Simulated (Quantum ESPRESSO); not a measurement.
## Fixed-spin-moment curve of CaFe2As2

Aim: the energy of CaFe2As2 as a function of the total spin moment of its primitive cell.

Program: Quantum ESPRESSO 7.5. Level of theory: LDA; plane waves with GBRV 1.5 LDA potentials, no spin-orbit coupling. Results are calculated unless marked as measured.

### Step 1. The starting structure

It takes space group Fmmm (No. 69, orthorhombic). Conventional cell: a = 5.488 Å, b = 5.495 Å, c = 11.802 Å, α = 90.00°, β = 90.00°, γ = 90.00°. Nearest to Ca lie 8 As at 3.11 Å. Nearest to Fe lie 4 As at 2.45 Å. As has 4 Fe at 2.45 Å and 1 As at 2.92 Å and 4 Ca at 3.11 Å nearest. Farther neighbours are not listed.

The cell comes from Materials Project 2023-11-01, a database of computed structures, and need not be the stable phase.

### Step 2. The free run

pw.in reads:

```
&CONTROL
  calculation = 'scf'
  prefix = 'pwscf'
  outdir = './tmp'
  pseudo_dir = './pseudo'
  disk_io = 'nowf'
  tprnfor = .true.
  tstress = .true.
/
&SYSTEM
  ibrav = 0
  nat = 5
  ntyp = 3
  ecutwfc = 40
  ecutrho = 280
  nbnd = 38
  occupations = 'smearing'
  smearing = 'fd'
  degauss = 0.00367493
  nspin = 2
  starting_magnetization(1) = 0
  starting_magnetization(2) = 0.175
  starting_magnetization(3) = 0
/
&ELECTRONS
  conv_thr = 1d-08
  electron_maxstep = 150
  mixing_beta = 0.3
/
ATOMIC_SPECIES
Ca     40.0780 ca_lda_v1.uspp.F.UPF
Fe     55.8450 fe_lda_v1.5.uspp.F.UPF
As     74.9216 as_lda_v1.uspp.F.UPF
CELL_PARAMETERS angstrom
   0.0000000000    2.7476037344    5.9011939204
   2.7440008356    0.0000000000    5.9011939204
   2.7440008356    2.7476037344    0.0000000000
ATOMIC_POSITIONS crystal
Ca      0.5000000000    0.5000000000    0.5000000000
Fe      0.2500000000    0.2500000000    0.2500000000
Fe      0.7500000000    0.7500000000    0.7500000000
As      0.8762355000    0.8762355000    0.1237645000
As      0.1237645000    0.1237645000    0.8762355000
K_POINTS automatic
8 8 8 0 0 0
```

Started as:

```bash
$ OMP_NUM_THREADS=1 mpirun -n 4 pw.x -nk 4 -in pw.in > pw.out
```

The log of the run:

```text
Program PWSCF v.7.5 starts

     Message from routine setup:
     using ibrav=0 with symmetry is DISCOURAGED, use correct ibrav instead

     K-points division:     npool     =       4
     Subspace diagonalization in iterative solution of the eigenvalue problem:

     G-vector sticks info
     --------------------
     sticks:   dense  smooth     PW     G-vecs:    dense   smooth      PW
     Sum        1913    1093    347                47515    20557    3621

     Using Slab Decomposition

     bravais-lattice index     =            0
     lattice parameter (alat)  =      12.3011  a.u.
     unit-cell volume          =     600.4887 (a.u.)^3
     number of atoms/cell      =            5
     number of atomic types    =            3
     number of electrons       =        52.00
     number of Kohn-Sham states=           38
     kinetic-energy cutoff     =      40.0000  Ry
     charge density cutoff     =     280.0000  Ry
     scf convergence threshold =      1.0E-08
     mixing beta               =       0.3000
     number of iterations used =            8  plain     mixing
     Exchange-correlation= SLA  PZ   NOGX NOGC
                           (   1   1   0   0   0   0   0)

     celldm(1)=  12.301147  celldm(2)=   0.000000  celldm(3)=   0.000000
     celldm(4)=   0.000000  celldm(5)=   0.000000  celldm(6)=   0.000000

     crystal axes: (cart. coord. in units of alat)
               a(1) = (   0.000000   0.422092   0.906553 )
               a(2) = (   0.421539   0.000000   0.906553 )
               a(3) = (   0.421539   0.422092   0.000000 )

     reciprocal axes: (cart. coord. in units 2 pi/alat)
               b(1) = ( -1.186131  1.184575  0.551540 )
               b(2) = (  1.186131 -1.184575  0.551540 )
               b(3) = (  1.186131  1.184575 -0.551540 )

     PseudoPot. # 1 for Ca read from file:
     ca_lda_v1.uspp.F.UPF
     Pseudo is Ultrasoft + core correction, Zval = 10.0
     Generated by new atomic code, or converted to UPF format
     Using radial grid of  845 points,  6 beta functions with:
                l(1) =   0
                l(2) =   0
                l(3) =   1
                l(4) =   1
                l(5) =   2
                l(6) =   2
     Q(r) pseudized with  8 coefficients,  rinner =    1.500   1.500   1.500
                                                       1.500   1.500

     PseudoPot. # 2 for Fe read from file:
     fe_lda_v1.5.uspp.F.UPF
     Pseudo is Ultrasoft + core correction, Zval = 16.0
     Generated by new atomic code, or converted to UPF format
     Using radial grid of  861 points,  6 beta functions with:
                l(1) =   0
                l(2) =   0
                l(3) =   1
                l(4) =   1
                l(5) =   2
                l(6) =   2
     Q(r) pseudized with  8 coefficients,  rinner =    1.000   1.000   1.000
                                                       1.000   1.000

     PseudoPot. # 3 for As read from file:
     as_lda_v1.uspp.F.UPF
     Pseudo is Ultrasoft + core correction, Zval =  5.0
     Generated by new atomic code, or converted to UPF format
     Using radial grid of  875 points,  6 beta functions with:
                l(1) =   0
                l(2) =   0
                l(3) =   1
                l(4) =   1
                l(5) =   2
                l(6) =   2
     Q(r) pseudized with  8 coefficients,  rinner =    1.300   1.300   1.300
                                                       1.300   1.300

     atomic species   valence    mass     pseudopotential
     Ca               10.00    40.07800     Ca( 1.00)
     Fe               16.00    55.84500     Fe( 1.00)
     As                5.00    74.92160     As( 1.00)

     Starting magnetic structure
     atomic species   magnetization
     Ca              0.000
     Fe              0.175
     As              0.000

      8 Sym. Ops., with inversion, found

   Cartesian axes

     site n.     atom                  positions (alat units)
         1        Ca     tau(   1) = (   0.4215387   0.4220922   0.9065529  )
         2        Fe     tau(   2) = (   0.2107694   0.2110461   0.4532764  )
         3        Fe     tau(   3) = (   0.6323081   0.6331383   1.3598293  )
         4        As     tau(   4) = (   0.4215387   0.4220922   1.5887077  )
         5        As     tau(   5) = (   0.4215387   0.4220922   0.2243981  )

     number of k points=    95  Fermi-Dirac smearing, width (Ry)=  0.0037
                       cart. coord. in units 2pi/alat
        k(    1) = (   0.0000000   0.0000000   0.0000000), wk =   0.0019531
        k(    2) = (   0.1482663   0.1480719  -0.0689425), wk =   0.0156250
        k(    3) = (   0.2965326   0.2961438  -0.1378849), wk =   0.0156250
        k(    4) = (   0.4447990   0.4442157  -0.2068274), wk =   0.0156250
        k(    5) = (  -0.5930653  -0.5922876   0.2757699), wk =   0.0078125
        [... 90 further k-points ...]

     Dense  grid:    47515 G-vectors     FFT dimensions: (  72,  72,  40)

     Smooth grid:    20557 G-vectors     FFT dimensions: (  50,  50,  30)

     Check: negative core charge=   -0.000018
     Generating pointlists ...
     new r_m :   0.1970 (alat units)  2.4232 (a.u.) for type    1
     new r_m :   0.1551 (alat units)  1.9077 (a.u.) for type    2
     new r_m :   0.1551 (alat units)  1.9077 (a.u.) for type    3

     Initial potential from superposition of free atoms

     starting charge      49.9948, renormalised to      52.0000
     Starting wfcs are   44 randomized atomic wfcs

     Self-consistent Calculation

     iteration #  1     ecut=    40.00 Ry     beta= 0.30
     Davidson diagonalization with overlap
     ethr =  1.00E-02,  avg # of iterations =  3.0

     total energy              =    -655.09631678 Ry
     estimated scf accuracy    <       1.35351354 Ry

     total magnetization       =     3.74 Bohr mag/cell
     absolute magnetization    =     4.04 Bohr mag/cell

     iteration #  2     ecut=    40.00 Ry     beta= 0.30
     Davidson diagonalization with overlap
     ethr =  2.60E-03,  avg # of iterations =  2.1

     total energy              =    -655.07542883 Ry
     estimated scf accuracy    <       1.50356308 Ry

     total magnetization       =     5.01 Bohr mag/cell
     absolute magnetization    =     5.26 Bohr mag/cell

     iteration #  3     ecut=    40.00 Ry     beta= 0.30
     Davidson diagonalization with overlap
     ethr =  2.60E-03,  avg # of iterations =  2.0

     total energy              =    -655.25864317 Ry
     estimated scf accuracy    <       0.46486186 Ry

     total magnetization       =     3.84 Bohr mag/cell
     absolute magnetization    =     4.16 Bohr mag/cell

     [... further iterations left out ...]

     iteration # 11     ecut=    40.00 Ry     beta= 0.30
     Davidson diagonalization with overlap
     ethr =  1.01E-08,  avg # of iterations =  3.4

     total energy              =    -655.30090376 Ry
     estimated scf accuracy    <       0.00000174 Ry

     total magnetization       =     4.76 Bohr mag/cell
     absolute magnetization    =     5.04 Bohr mag/cell

     iteration # 12     ecut=    40.00 Ry     beta= 0.30
     Davidson diagonalization with overlap
     ethr =  3.34E-09,  avg # of iterations =  3.8

     total energy              =    -655.30090472 Ry
     estimated scf accuracy    <       0.00000008 Ry

     total magnetization       =     4.76 Bohr mag/cell
     absolute magnetization    =     5.04 Bohr mag/cell

     iteration # 13     ecut=    40.00 Ry     beta= 0.30
     Davidson diagonalization with overlap
     ethr =  1.46E-10,  avg # of iterations =  4.6

     total energy              =    -655.30090479 Ry
     estimated scf accuracy    <       0.00000001 Ry

     total magnetization       =     4.76 Bohr mag/cell
     absolute magnetization    =     5.05 Bohr mag/cell

     iteration # 14     ecut=    40.00 Ry     beta= 0.30
     Davidson diagonalization with overlap
     ethr =  2.62E-11,  avg # of iterations =  2.2

     Magnetic moment per site  (integrated on atomic sphere of radius R)
     atom   1 (R=0.197)  charge=  8.5045  magn=  0.0377
     atom   2 (R=0.155)  charge= 14.3166  magn=  2.2990
     atom   3 (R=0.155)  charge= 14.3166  magn=  2.2990
     atom   4 (R=0.155)  charge=  2.7400  magn= -0.0191
     atom   5 (R=0.155)  charge=  2.7400  magn= -0.0191

     End of self-consistent calculation

     Number of k-points >= 100: set verbosity='high' to print the bands.

     the Fermi energy is    10.7029 ev

!    total energy              =    -655.30090479 Ry
     estimated scf accuracy    <          9.2E-09 Ry
     smearing contrib. (-TS)   =      -0.00253497 Ry
     internal energy E=F+TS    =    -655.29836982 Ry

     The total energy is F=E-TS. E is the sum of the following terms:
     one-electron contribution =    -440.50247994 Ry
     hartree contribution      =     239.90553336 Ry
     xc contribution           =    -131.80257152 Ry
     ewald contribution        =    -322.89885172 Ry

     total magnetization       =     4.76 Bohr mag/cell
     absolute magnetization    =     5.05 Bohr mag/cell

     convergence has been achieved in  14 iterations

     Forces acting on atoms (cartesian axes, Ry/au):

     atom    1 type  1   force =     0.00000000    0.00000000    0.00000000
     atom    2 type  2   force =    -0.00000000    0.00000000    0.00000000
     atom    3 type  2   force =     0.00000000   -0.00000000   -0.00000000
     atom    4 type  3   force =     0.00000000   -0.00000000   -0.03345657
     atom    5 type  3   force =    -0.00000000    0.00000000    0.03345657

     Total force =     0.047315     Total SCF correction =     0.000024

     Computing stress (Cartesian axis) and pressure

          total   stress  (Ry/bohr**3)                   (kbar)     P=      -89.25
  -0.00059528  -0.00000000  -0.00000000          -87.57       -0.00       -0.00
  -0.00000000  -0.00060224   0.00000000           -0.00      -88.59        0.00
   0.00000000  -0.00000000  -0.00062266            0.00       -0.00      -91.60

=------------------------------------------------------------------------------=
   JOB DONE.
=------------------------------------------------------------------------------=
```

Wall time 2.9 min (4 MPI ranks of Arm Neoverse V1, shared host); peak memory 0.78 GiB; 11 min of CPU time.

Spin moment in the atom's sphere by atom:

| atom | spin moment in the atom's sphere (μB) |
| --- | --- |
| Ca1 | 0.04 |
| Fe2 | 2.30 |
| Fe3 | 2.30 |
| As4 | -0.02 |
| As5 | -0.02 |

Read from the output:

```
smearing term TS       : 0.03449 eV
pressure               : -8.925 GPa
magnetization          : 4.764 μB
absolute magnetization : 5.046 μB
final state            : ferromagnetic
```

### Step 3. Moment fixed at 0 μB

The two spin channels are filled to separate Fermi energies, so that the total moment meets the target. Half of the up one less the down one is the slope dE/dM.

pw.in, as its differences from that of step 2:

```diff
@@ -15,3 +15,3 @@
   ecutrho = 280
-  nbnd = 38
+  nbnd = 39
   occupations = 'smearing'
@@ -21,4 +21,5 @@
   starting_magnetization(1) = 0
-  starting_magnetization(2) = 0.175
+  starting_magnetization(2) = 0.0088
   starting_magnetization(3) = 0
+  tot_magnetization = 0
 /
```

The log of the run:

```text
     [... lines left out ...]
Program PWSCF v.7.5 starts
     [... lines left out ...]
     number of atoms/cell      =            5
     [... lines left out ...]
     number of electrons       =        52.00 (up:  26.00, down:  26.00)
     number of Kohn-Sham states=           39
     kinetic-energy cutoff     =      40.0000  Ry
     charge density cutoff     =     280.0000  Ry
     scf convergence threshold =      1.0E-08
     [... lines left out ...]
      8 Sym. Ops., with inversion, found
     [... lines left out ...]
     number of k points=    95  Fermi-Dirac smearing, width (Ry)=  0.0037
     [... lines left out ...]
     iteration # 13     ecut=    40.00 Ry     beta= 0.30
     [... lines left out ...]
     Magnetic moment per site  (integrated on atomic sphere of radius R)
     atom   1 (R=0.197)  charge=  8.4877  magn= -0.0000
     atom   2 (R=0.155)  charge= 14.3553  magn=  0.0000
     atom   3 (R=0.155)  charge= 14.3553  magn=  0.0000
     atom   4 (R=0.155)  charge=  2.7230  magn= -0.0000
     atom   5 (R=0.155)  charge=  2.7230  magn= -0.0000
     [... lines left out ...]
     the spin up/dw Fermi energies are    10.5853   10.5854 ev
!    total energy              =    -655.28646582 Ry
     estimated scf accuracy    <          3.8E-09 Ry
     smearing contrib. (-TS)   =      -0.00443017 Ry
     [... lines left out ...]
     total magnetization       =     0.00 Bohr mag/cell
     absolute magnetization    =     0.00 Bohr mag/cell
     convergence has been achieved in  13 iterations
     [... lines left out ...]
     Total force =     0.154076     Total SCF correction =     0.000044
     [... lines left out ...]
          total   stress  (Ry/bohr**3)                   (kbar)     P=     -152.48
     [... lines left out ...]
```

Wall time 2.7 min (4 MPI ranks); peak memory 0.79 GiB.

Read from the output:

```
magnetization                                 : 0 μB
absolute magnetization                        : 0 μB
half the difference of the two Fermi energies : 0 meV
largest moment                                : 0 μB
```

### Step 4. Moment fixed at 0.643 μB

pw.in, as its differences from that of step 3:

```diff
@@ -21,5 +21,5 @@
   starting_magnetization(1) = 0
-  starting_magnetization(2) = 0.0088
+  starting_magnetization(2) = 0.0201
   starting_magnetization(3) = 0
-  tot_magnetization = 0
+  tot_magnetization = 0.643
 /
```

The log of the run:

```text
     [... lines left out ...]
Program PWSCF v.7.5 starts
     [... lines left out ...]
     number of atoms/cell      =            5
     [... lines left out ...]
     number of electrons       =        52.00 (up:  26.32, down:  25.68)
     number of Kohn-Sham states=           39
     kinetic-energy cutoff     =      40.0000  Ry
     charge density cutoff     =     280.0000  Ry
     scf convergence threshold =      1.0E-08
     [... lines left out ...]
      8 Sym. Ops., with inversion, found
     [... lines left out ...]
     number of k points=    95  Fermi-Dirac smearing, width (Ry)=  0.0037
     [... lines left out ...]
     iteration # 14     ecut=    40.00 Ry     beta= 0.30
     [... lines left out ...]
     Magnetic moment per site  (integrated on atomic sphere of radius R)
     atom   1 (R=0.197)  charge=  8.4884  magn= -0.0074
     atom   2 (R=0.155)  charge= 14.3542  magn=  0.3581
     atom   3 (R=0.155)  charge= 14.3542  magn=  0.3581
     atom   4 (R=0.155)  charge=  2.7231  magn= -0.0215
     atom   5 (R=0.155)  charge=  2.7231  magn= -0.0215
     [... lines left out ...]
     the spin up/dw Fermi energies are    10.5281   10.6513 ev
!    total energy              =    -655.28791871 Ry
     estimated scf accuracy    <          9.4E-09 Ry
     smearing contrib. (-TS)   =      -0.00439243 Ry
     [... lines left out ...]
     total magnetization       =     0.64 Bohr mag/cell
     absolute magnetization    =     0.83 Bohr mag/cell
     convergence has been achieved in  14 iterations
     [... lines left out ...]
     Total force =     0.151872     Total SCF correction =     0.000007
     [... lines left out ...]
          total   stress  (Ry/bohr**3)                   (kbar)     P=     -151.50
     [... lines left out ...]
```

Elapsed: 2.9 min, on 4 MPI ranks; peak memory 0.79 GiB.

Spin moment in the atom's sphere by atom:

| atom | spin moment in the atom's sphere (μB) |
| --- | --- |
| Ca1 | -0.007 |
| Fe2 | 0.358 |
| Fe3 | 0.358 |
| As4 | -0.021 |
| As5 | -0.021 |

This step gave:

- magnetization: 0.643 μB
- absolute magnetization: 0.83 μB
- half the difference of the two Fermi energies: -61.6 meV

### Step 5. Moment fixed at 1.286 μB

pw.in, as its differences from that of step 4:

```diff
@@ -21,5 +21,5 @@
   starting_magnetization(1) = 0
-  starting_magnetization(2) = 0.0201
+  starting_magnetization(2) = 0.0402
   starting_magnetization(3) = 0
-  tot_magnetization = 0.643
+  tot_magnetization = 1.286
 /
```

The log of the run:

```text
     [... lines left out ...]
Program PWSCF v.7.5 starts
     [... lines left out ...]
     number of atoms/cell      =            5
     [... lines left out ...]
     number of electrons       =        52.00 (up:  26.64, down:  25.36)
     number of Kohn-Sham states=           39
     kinetic-energy cutoff     =      40.0000  Ry
     charge density cutoff     =     280.0000  Ry
     scf convergence threshold =      1.0E-08
     [... lines left out ...]
      8 Sym. Ops., with inversion, found
     [... lines left out ...]
     number of k points=    95  Fermi-Dirac smearing, width (Ry)=  0.0037
     [... lines left out ...]
     iteration # 14     ecut=    40.00 Ry     beta= 0.30
     [... lines left out ...]
     Magnetic moment per site  (integrated on atomic sphere of radius R)
     atom   1 (R=0.197)  charge=  8.4900  magn= -0.0083
     atom   2 (R=0.155)  charge= 14.3508  magn=  0.6951
     atom   3 (R=0.155)  charge= 14.3508  magn=  0.6951
     atom   4 (R=0.155)  charge=  2.7234  magn= -0.0367
     atom   5 (R=0.155)  charge=  2.7234  magn= -0.0367
     [... lines left out ...]
     the spin up/dw Fermi energies are    10.5503   10.7015 ev
!    total energy              =    -655.29159732 Ry
     estimated scf accuracy    <          1.5E-09 Ry
     smearing contrib. (-TS)   =      -0.00373224 Ry
     [... lines left out ...]
     total magnetization       =     1.29 Bohr mag/cell
     absolute magnetization    =     1.58 Bohr mag/cell
     convergence has been achieved in  14 iterations
     [... lines left out ...]
     Total force =     0.144025     Total SCF correction =     0.000009
     [... lines left out ...]
          total   stress  (Ry/bohr**3)                   (kbar)     P=     -148.11
     [... lines left out ...]
```

Elapsed: 2.9 min, on 4 MPI ranks; peak memory 0.79 GiB.

Read from the output:

- magnetization: 1.286 μB
- absolute magnetization: 1.584 μB
- half the difference of the two Fermi energies: -75.6 meV
- largest moment: 0.6951 μB

### Step 6. All moments

The runs not shown differ in the target, the start and the number of states alone. The point at 4.76 μB is the free run, entered with slope zero.

The energy over the lowest by total spin moment:

| total spin moment (μB a cell) | energy over the lowest (meV a cell) |
| --- | --- |
| 0.00 | 196 |
| 0.64 | 177 |
| 1.29 | 127 |
| 1.93 | 97.9 |
| 2.57 | 95.2 |
| 3.21 | 80.0 |
| 3.86 | 43.6 |
| 4.50 | 5.75 |
| 4.76 | 0 |
| 5.14 | 18.8 |
| 5.79 | 131 |
| 6.43 | 352 |

dE/dM against total spin moment:

| total spin moment (μB a cell) | dE/dM (meV/μB) |
| --- | --- |
| 0.00 | -0.0169 |
| 0.64 | -61.6 |
| 1.29 | -75.6 |
| 1.93 | -14.2 |
| 2.57 | -7.07 |
| 3.21 | -41.8 |
| 3.86 | -66.4 |
| 4.50 | -39.2 |
| 4.76 | 0 |
| 5.14 | 99.5 |
| 5.79 | 250 |
| 6.43 | 456 |

Table of largest site moment by total spin moment:

| total spin moment (μB a cell) | largest site moment (μB) |
| --- | --- |
| 0.00 | 2.9e-5 |
| 0.64 | 0.358 |
| 1.29 | 0.695 |
| 1.93 | 0.995 |
| 2.57 | 1.30 |
| 3.21 | 1.62 |
| 3.86 | 1.93 |
| 4.50 | 2.20 |
| 4.76 | 2.30 |
| 5.14 | 2.43 |
| 5.79 | 2.62 |
| 6.43 | 2.80 |

### Step 7. Outcome

| Property | Result |
| --- | --- |
| moment of the free run | 4.76 μB a cell |
| energy at zero total moment | 196 meV a cell over the lowest |
| ΔE/ΔM² from the lowest point to 5.14 and to 4.50 μB | 129 and 84 meV/μB² |

In words: At zero total moment the site moments vanish, so the 196 meV a cell is the energy of forming them. The points show one minimum alone. All runs start parallel; opposed orders may lie lower.

[Logs and program files are shortened in this print: banners, set-up blocks, solver, clock and traceback lines can be left out without a mark of their own.]

[Logs are printed without paths, hosts, clocks, repeated set-up lines and the standing remarks that a program may print on its own settings, such as how far it seeks lower states.]

[Hosts, paths, dates, database ids (printed as entryN), source tags and the programs' standing remarks are cut or masked in the printed files.]

[Where a cell is said to come from a database of computed structures, the database is the Materials Project.]
